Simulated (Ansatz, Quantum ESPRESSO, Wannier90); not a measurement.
# zigzag Sc chain, bond 2.80 Å, width 0.8 Å: Wannier functions and conductance, part 4 of 4

Aim: a Wannier model and the conductance steps that follow from it, for this wire: zigzag Sc chain, bond 2.80 Å, width 0.8 Å.

Quantum ESPRESSO 7.5 and Wannier90 3.1.0; plane-wave DFT, PBE, PseudoDojo norm-conserving pseudopotentials; cross-check by Ansatz 0.2.0 with PAW datasets.

So far. Step 6 (Localisation, bands and conductance): Bands and channels are those of the Wannier model: bands that were not projected, and all outside the frozen window, are missing or only approximate. Step 6 (Localisation, bands and conductance): At least 2 of the functions sit far from every atom, off the bonds: the outer window has let in states of the vacuum, so the basis is not the atomic one that was projected.

**9. Localisation, bands and conductance, with dis_win_max − E_F = 4.0**

Level of this step: maximally localised Wannier functions and ballistic conductance; plane-wave DFT, PBE, PseudoDojo norm-conserving pseudopotentials (Wannier90).

How much does a setting matter? One run is repeated with a change.

Contents of wan_w.win:

```
num_wann = 18
num_bands = 35
num_iter = 200
num_print_cycles = 20
conv_tol = 1e-8
conv_window = 5
guiding_centres = true
dis_num_iter = 1500
dis_conv_tol = 1e-8
dis_win_min = -12.1151
dis_win_max = 2.8849
dis_froz_max = 0.3849
search_shells = 120
fermi_energy = -1.1151

transport = true
transport_mode = bulk
one_dim_axis = z
dist_cutoff = 16.0
dist_cutoff_mode = one_dim
tran_win_min = -4.0
tran_win_max = 2.0
tran_energy_step = 0.02

bands_plot = true
bands_num_points = 96
begin kpoint_path
G 0.0 0.0 0.0 Z 0.0 0.0 0.5
end kpoint_path

begin projections
Sc:s;p;d
end projections

begin unit_cell_cart
ang
  9.0000000000 0.0000000000 0.0000000000
  0.0000000000 8.0000000000 0.0000000000
  0.0000000000 0.0000000000 5.3665631460
end unit_cell_cart

begin atoms_frac
  Sc -0.0444444444 0.0000000000 0.0000000000
  Sc 0.0444444444 0.0000000000 0.5000000000
end atoms_frac

mp_grid = 1 1 6
begin kpoints
  0.0 0.0 0.0000000000
  0.0 0.0 0.1666666667
  0.0 0.0 0.3333333333
  0.0 0.0 0.5000000000
  0.0 0.0 0.6666666667
  0.0 0.0 0.8333333333
end kpoints
```

On the command line:

```bash
OMP_NUM_THREADS=1 wannier90.x wan_w > wan_w.run.log
```

Numbers of over 12 decimals in the logs are rounded to 6 here.

The log of the run:

```text
[banner, memory and clock lines left out]
+---------------------------------------------------+
             |                                                   |
             |                   WANNIER90                       |
             |                                                   |
             +---------------------------------------------------+
             |                                                   |
             |        Welcome to the Maximally-Localized         |
             |        Generalized Wannier Functions code         |
[...]
|  Wannier90 Developer Group:                       |
             |    Giovanni Pizzi    (EPFL)                       |
             |    Valerio Vitale    (Cambridge)                  |
             |    David Vanderbilt  (Rutgers University)         |
             |    Nicola Marzari    (EPFL)                       |
             |    Ivo Souza         (Universidad del Pais Vasco) |
             |    Arash A. Mostofi  (Imperial College London)    |
             |    Jonathan R. Yates (University of Oxford)       |
[...]
|  For the full list of Wannier90 3.x authors,      |
             |  please check the code documentation and the      |
             |  README on the GitHub page of the code            |
[...]
|  [ref] "Wannier90 as a community code:            |
             |        new features and applications",            |
             |        165902 (2020).                             |
[...]
|  in any publications arising from the use of      |
[...]
|  [ref] "Maximally Localized Generalised Wannier   |
             |         Functions for Composite Energy Bands"     |
             |         N. Marzari and D. Vanderbilt              |
             |         Phys. Rev. B 56 12847 (1997)              |
[...]
|  [ref] "Maximally Localized Wannier Functions     |
             |         for Entangled Energy Bands"               |
             |         I. Souza, N. Marzari and D. Vanderbilt    |
             |         Phys. Rev. B 65 035109 (2001)             |
[...]
| Copyright (c) 1996-2020                           |
             |        The Wannier90 Developer Group and          |
             |        individual contributors                    |
[...]
|      Release: 3.1.0        5th March    2020      |
[...]
| This program is free software; you can            |
             | redistribute it and/or modify it under the terms  |
             | of the GNU General Public License as published by |
             | the Free Software Foundation; either version 2 of |
[...]
|                        Shell   # Nearest-Neighbours                        |
 |                        -----   --------------------                        |
 |                          1               2                                 |
 |                          4               2                                 |
 |                          7               2                                 |
[...]
| Completeness relation is fully satisfied [Eq. (B1), PRB 56, 12847 (1997)]  |
[...]
|                  b_k Vectors (Ang^-1) and Weights (Ang^2)                  |
 |                  ----------------------------------------                  |
 |            No.         b_k(x)      b_k(y)      b_k(z)        w_b           |
 |            ---        --------------------------------     --------        |
 |             1         0.000000    0.000000    0.195134    13.131225        |
 |             2         0.000000    0.000000   -0.195134    13.131225        |
 |             3         0.698132    0.000000    0.000000     1.025877        |
 |             4        -0.698132    0.000000    0.000000     1.025877        |
 |             5         0.000000    0.785398    0.000000     0.810569        |
 |             6         0.000000   -0.785398    0.000000     0.810569        |
[...]
|                           b_k Directions (Ang^-1)                          |
 |                           -----------------------                          |
 |            No.           x           y           z                         |
 |            ---        --------------------------------                     |
 |             1         0.000000    0.000000    0.195134                     |
 |             2         0.698132    0.000000    0.000000                     |
 |             3         0.000000    0.785398    0.000000                     |
[...]
Time to get kmesh              0.007 (sec)
 *============================================================================*
 |                              MEMORY ESTIMATE                               |
 |         Maximum RAM allocated during each phase of the calculation         |
 *============================================================================*
 |                        Disentanglement            1.11 Mb                  |
 |                            Wannierise:            0.60 Mb                  |
 |                          plot_wannier:            0.60 Mb                  |
 *----------------------------------------------------------------------------*

 Starting a new Wannier90 calculation ...

 Reading overlaps from wan_w.mmn

 Reading projections from wan_w.amn

 Time to read overlaps          0.027 (sec)

 *------------------------------- DISENTANGLE --------------------------------*
 +----------------------------------------------------------------------------+
 |                              Energy  Windows                               |
 |                              ---------------                               |
 |                   Outer:  -12.11510  to    2.88490  (eV)                   |
 |                   Inner:  -12.11510  to    0.38490  (eV)                   |
 +----------------------------------------------------------------------------+
 Error at k-point    1 ndimwin 16 num_wann 18
 Exiting.......
 dis_windows: Energy window contains fewer states than number of target WFs
[the rest left out]
[key lines of the parts left out:]
|  Fermi energy (eV)                         :            -1.115             |
```

The job ended after 0.49 s (1 MPI rank of Arm Neoverse V2, shared host; peak memory 0.09 GiB).

The program refused the input before any cycle.

The outer window must hold at least num_wann states at every k: widen it, with enough bands computed to fill it.

**10. Cross-check with Ansatz**

As a check, the same structure is run in Ansatz.

Level of this step: plane-wave DFT, PBE, Ansatz PAW (Ansatz 0.2.0).

Contents of input.yaml:

```yaml
crystal:
  lattice:
    - [9.0, 0.0, 0.0]
    - [0.0, 8.0, 0.0]
    - [0.0, 0.0, 5.366563146]
  atoms:
    - { symbol: Sc, position: [-0.0444444444, 0.0, 0.0] }
    - { symbol: Sc, position: [0.0444444444, 0.0, 0.5] }
kpoints:
  mp_grid: { grid: [1, 1, 12] }
hamiltonian:
  xc: pbe
scf:
  occupations: { method: fermi_dirac, width: 0.05 }
  convergence: { dr2_threshold: 1.0e-08 }
output:
  transmission:
    leads: [[0, 0]]
    e_range: [-4.0, 2.0]
    de: 0.05
    kmesh: [1, 1]
    reduced_basis: true
```

On the command line:

```bash
ansatz run input.yaml --threads 2 --pin off --max-ram 4096MiB --backend cpu --events-out ev --progress --plain --runs-dir out
```

The log of the run:

```text
Engine: ansatz 0.2.0, aarch64-unknown-linux-gnu
Pseudopotentials: kind: paw
Pseudopotential: Sc, paw, valence charge 11, recommended cutoff 420 eV (normal), Sc.paw.azcp
Functional definition: PBE
  parameter kappa = 0.804
  parameter beta = 0.066725
  exchange = pbe_x(kappa = kappa, mu = beta*pi^2/3)
  correlation = pbe_c(beta = beta)
Crystal: 2 atoms, lattice volume = 386.393 Å³
Basis set: ecut = 420 eV, 7501 PW (Γ)
Bands: 15, of which v1, the nominal top of the filled ones, is band 11 counted from 1 (10 counted from 0)
Symmetry: 8 space group operations
Space group: Pmma (ITA 51), of the structure as read, at distance tolerance 7.3e-5 Å
k-points: 7 of 12
Non-local potential: Sc, projectors of the file, l = 0: 3, l = 1: 2, l = 2: 3, l = 3: 1
PAW form: soft (Blöchl's): semilocal exchange-correlation on the pseudo side does not see the compensation charge
PAW one-centre angular grid: Sc, 590 points (default); XC on 64 Gauss nodes
Initial density: superposition of atomic densities (neutral atoms: chi_scale 0, normalization atom), corrected by the library's trained network
Initial wavefunctions: pseudopotential atomic-orbital guess
Functional: x = pbe(κ = 0.804, μ = 0.219515), c = pbe(β = 0.066725)
SCF iter   1: F=—  HF=-4265.508818 eV  |F-HF|=—  |Δ(HF+E_count)|=         —  Δρ=3.68e-3  dr2=9.22e-2  ethr=1.77e-3  ⟨swp⟩=5.6  Hψ=546  notcnv=0
preconditioner: auto → LDOS  [metal: Δε(μ)=0.102 eV  Ē_g=1.203 eV  σ=0.050 eV  W_gap=0.45  n_scr=34 (ndim 8)  ℏωp=4.6 eV  f_vac=0.592  D(μ)=9.53/eV (n_scr^D=68)  β→1.0]
SCF iter   2: F=—  HF=-4265.508009 eV  |F-HF|=—  |Δ(HF+E_count)|=   8.09e-4  Δρ=1.99e-3  dr2=1.51e-2  ethr=4.19e-4  ⟨swp⟩=2.9  Hψ=217  notcnv=0
SCF iter   3: F=—  HF=-4265.509230 eV  |F-HF|=—  |Δ(HF+E_count)|=   1.22e-3  Δρ=1.15e-3  dr2=7.44e-3  ethr=6.85e-5  ⟨swp⟩=2.0  Hψ=203  notcnv=0
SCF iter   4: F=—  HF=-4265.507863 eV  |F-HF|=—  |Δ(HF+E_count)|=   1.37e-3  Δρ=2.59e-4  dr2=7.97e-4  ethr=3.38e-5  ⟨swp⟩=2.6  Hψ=175  notcnv=0
SCF iter   5: F=—  HF=-4265.507801 eV  |F-HF|=—  |Δ(HF+E_count)|=   6.18e-5  Δρ=9.33e-5  dr2=5.13e-5  ethr=3.62e-6  ⟨swp⟩=2.0  Hψ=135  notcnv=0
SCF iter   6: F=—  HF=-4265.507810 eV  |F-HF|=—  |Δ(HF+E_count)|=   8.47e-6  Δρ=3.57e-5  dr2=4.77e-6  ethr=2.33e-7  ⟨swp⟩=3.0  Hψ=218  notcnv=0
SCF iter   7: F=—  HF=-4265.507873 eV  |F-HF|=—  |Δ(HF+E_count)|=   6.31e-5  Δρ=1.14e-5  dr2=5.21e-7  ethr=2.17e-8  ⟨swp⟩=2.0  Hψ=180  notcnv=0
SCF iter   8: F=—  HF=-4265.507873 eV  |F-HF|=—  |Δ(HF+E_count)|=   1.53e-7  Δρ=3.70e-6  dr2=8.38e-8  ethr=2.37e-9  ⟨swp⟩=2.0  Hψ=174  notcnv=0
SCF iter   9: F=—  HF=-4265.507873 eV  |F-HF|=—  |Δ(HF+E_count)|=   4.79e-8  Δρ=1.38e-6  dr2=1.35e-8  ethr=3.81e-10  ⟨swp⟩=2.0  Hψ=175  notcnv=0
SCF iter  10: F=-4265.507873 eV  HF=-4265.507873 eV  |F-HF|=5.35e-10  |Δ(HF+E_count)|=   5.76e-9  Δρ=4.49e-7  dr2=1.23e-9  ethr=4.55e-11  ⟨swp⟩=2.7  Hψ=267  notcnv=0
SCF 1 converged in 10 iterations: F = -4265.507873 eV  dr2 = 1.23e-9
  greatest PAW one-centre occupation: 0.998 electrons in one spin orbital (limit 2), on the Sc atom at site 1 (counted from 0), in its partial waves of l = 0
transmission: 7 of 42 steps passed
transmission: 14 of 42 steps passed
[...]
transmission: 42 of 42 steps passed
SCF converged after 10 iterations
Free energy (F): -4265.507873 eV
Harris-Foulkes:  -4265.507873 eV  (|F-HF|=5.35e-10)
Internal energy: -4265.422445 eV  (E = F + TS)
E sigma→0 (E₀):  -4265.465159 eV
Entropy (-TS):   -0.085429 eV (-42.714 meV/atom)
Fermi energy:    -1.114687 eV
--- Per-component energies (eV) ---
  E_band       = -573.925381
  E_kinetic    = 519.553943
  E_local      = -4103.497859  (includes V_loc(G=0)·N_el)
  E_nonlocal   = 175.284879
  E_hartree    = 1661.212287
  E_xc         = -203.129531
  E_vxc        = -250.820232  (∫ρ·V_xc dr)
  E_paw        = -1913.949395  (= ΣΔE_a)
  E_vpaw       = -236.870108  (= ΣTr[D̂ρ^β])
  E_aug_tail   = 0.000021  (compensation charges beyond the density's cutoff)
  E_ewald      = -400.896788
  E_smearing   = -0.085429  (= −TS)
  E_closure    = 0.000000  (closes the sum)
  Σ components = -4265.507873   (vs F -4265.507873, Δ=0.00e0)
--- Band table (eV; the first three rows and the last of 7) ---
  k-point 0: bands = [... 7 lower, -29.1466, -3.6056, -1.3130, -0.9341, -0.7385, -0.7145, -0.4893, -0.4615]
  k-point 1: bands = [... 7 lower, -29.1581, -3.5590, -1.3052, -1.0055, -0.7480, -0.7284, -0.4613, -0.4034]
  k-point 2: bands = [... 7 lower, -29.1921, -3.4205, -1.2799, -1.1341, -0.8423, -0.6711, -0.4598, -0.3820]
  k-point 6: bands = [... 7 lower, -29.4873, -2.0457, -2.0457, -1.2823, -1.2823, -0.9448, -0.9448, -0.1051]
--- Transmission ---
  basis      : 629 plane waves across, 7 finite elements along
  points     : 1, standing for a mesh of 1 x 1
  energies   : 121 from -4.000000 to 2.000000 eV about the Fermi level, 0.050000 eV apart; the leads are filled to 0.000000 eV, and channels, transmission and decay are at 0.000000 eV
  crystal 0  : Sc2, at the sites [0, 0], period 5.3666 Å: whole cells are its period
    offset         : up to 0.0000 Å between an atom of the period and one for which it stands
    channels       : 4.000000e0 a spin
    conductance    : none, the energies end too early or step too widely for 300 K: set another output.transmission.e_range or a lower de, or, where they end at an eighth of basis.ecutwfc, a higher one
```

Elapsed: 46 s, on 2 threads; peak memory 0.57 GiB; 89 s of CPU time.

This step gave:

| Quantity | Value |
| --- | --- |
| free energy | -4265.5079 eV |
| energy at zero smearing | -4265.4652 eV |
| smearing term TS | 0.08543 eV |
| Fermi energy | -1.115 eV |
| symmetry operations | 8 |
| lead channels at the Fermi level, one spin | 4 |

Per spin. Open channels against energy, zero at the Fermi level:

```csv
energy (eV),open channels
-2.5000,0
-2.2500,1
-2.0000,1
-1.7500,1
-1.5000,1
-1.2500,1
-1.0000,1
-0.7500,1
-0.5000,1
-0.2500,1
0.0000,4
0.2500,3
0.5000,3
0.7500,4
1.0000,4
1.2500,4
1.5000,2
1.7500,0
```

**11. By hand**

4 channels × 77.48 µS = 310 µS, a two-terminal resistance of 12.906/4 = 3.23 kΩ whatever the wire's length, as long as nothing scatters.

**12. What came out**

| Property | Result |
| --- | --- |
| open channels at the Fermi level, per spin | 4 |
| total spread | 39.8 Å² |
| gauge-invariant spread | 32.0 Å² |
| largest band misfit in the frozen window | 0.0245 eV |
| channels at the Fermi level by Ansatz | 4 |

What this shows: The wire offers 4 channels per spin at the Fermi level. Between -4 and 1.5 eV the channel count from Wannier functions equals that from Ansatz's layer matching at 99 % of the energies; outside the frozen window the Wannier bands are not held to the plane-wave ones. Each plane-wave level in the frozen window has a Wannier level within 0.03 eV; this test doesn't see extra bands that a model may add. At least one function lies in the vacuum, so the spreads don't describe atomic orbitals, though the frozen bands are still reproduced. The wire is perfect, so the conductance only counts bands: each channel, with its partner of the other spin, carries G₀ = 2e²/h. It was run without spin polarisation, which was not tested.

[Logs are printed without paths, hosts, clocks, repeated set-up lines and the standing remarks that a program may print on its own settings, such as how far it seeks lower states.]

[Hosts, paths, dates, database ids (printed as entryN), source tags and the programs' standing remarks are cut or masked in the printed files.]

[Maps of the electrostatic potential energy from Ansatz leave out the sawtooth potential of an applied field or a dipole correction, so their vacuum need not be flat; planar profiles and work functions include it.]
